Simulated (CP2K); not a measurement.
Two runs for the C K edge of 3-methylthiophene. Run A: CP2K XAS_TDP, all-electron GAPW, PBEh(45%), aug-cc-pVDZ, TDA, no relativity. Run B differs in one setting.

First lines with a strength over 0.0015. A:

| atom | energy (eV) | states | strength, one atom |
| --- | --- | --- | --- |
| C1 (bonded to C and 3 H) | 283.86 | 1 | 0.0047 |
|  | 284.42 | 1 | 0.0167 |
|  | 284.59 | 1 | 0.0209 |
|  | 285.42 | 1 | 0.0036 |
|  | 285.63 | 2 | 0.0027 |
| C2 (bonded to 3 C) | 282.03 | 1 | 0.0498 |
|  | 284.16 | 1 | 0.0077 |
|  | 285.31 | 1 | 0.0031 |
|  | 285.55 | 1 | 0.0041 |
|  | 285.99 | 1 | 0.0016 |
| C3 (bonded to 2 C and H) | 281.68 | 1 | 0.0447 |
|  | 284.11 | 1 | 0.0080 |
|  | 284.21 | 1 | 0.0096 |
|  | 284.87 | 1 | 0.0023 |
|  | 285.12 | 1 | 0.0046 |
| C4 (bonded to C, S and H) | 281.86 | 1 | 0.0504 |
|  | 284.44 | 1 | 0.0296 |
|  | 284.89 | 1 | 0.0136 |
|  | 285.66 | 1 | 0.0054 |
|  | 286.52 | 1 | 0.0032 |
| C6 (bonded to C, S and H) | 281.93 | 1 | 0.0478 |
|  | 284.26 | 1 | 0.0283 |
|  | 284.82 | 1 | 0.0168 |
|  | 285.55 | 1 | 0.0032 |
|  | 286.00 | 1 | 0.0038 |

B:

| atom | energy (eV) | states | strength, one atom |
| --- | --- | --- | --- |
| C1 (bonded to C and 3 H) | 290.15 | 1 | 0.0046 |
|  | 290.70 | 1 | 0.0163 |
|  | 290.87 | 1 | 0.0204 |
|  | 291.71 | 1 | 0.0035 |
|  | 291.91 | 2 | 0.0026 |
| C2 (bonded to 3 C) | 287.37 | 1 | 0.0489 |
|  | 289.50 | 1 | 0.0076 |
|  | 290.65 | 1 | 0.0031 |
|  | 290.90 | 1 | 0.0040 |
|  | 291.34 | 1 | 0.0016 |
| C3 (bonded to 2 C and H) | 287.37 | 1 | 0.0439 |
|  | 289.81 | 1 | 0.0078 |
|  | 289.91 | 1 | 0.0094 |
|  | 290.56 | 1 | 0.0023 |
|  | 290.81 | 1 | 0.0045 |
| C4 (bonded to C, S and H) | 287.09 | 1 | 0.0494 |
|  | 289.66 | 1 | 0.0290 |
|  | 290.12 | 1 | 0.0133 |
|  | 290.89 | 1 | 0.0053 |
|  | 291.74 | 1 | 0.0032 |
| C6 (bonded to C, S and H) | 287.16 | 1 | 0.0469 |
|  | 289.49 | 1 | 0.0278 |
|  | 290.04 | 1 | 0.0165 |
|  | 290.77 | 1 | 0.0031 |
|  | 291.23 | 1 | 0.0038 |

Question: Which was it: scalar relativity switched on, the functional, the basis, GW2X switched on?

GW2X switched on. GW2X shifts an atom's lines together and keeps their spacings. Against PBEh(45%) in aug-cc-pVDZ, the leading lines move by +6.28 eV (C1, to 290.70), +5.34 eV (C2, to 287.37), +5.69 eV (C3, to 287.37), +5.23 eV (C4, to 287.09) and +5.23 eV (C6, to 287.16).

[Hosts, paths, dates, database ids (printed as entryN), source tags and the programs' standing remarks are cut or masked in the printed files.]
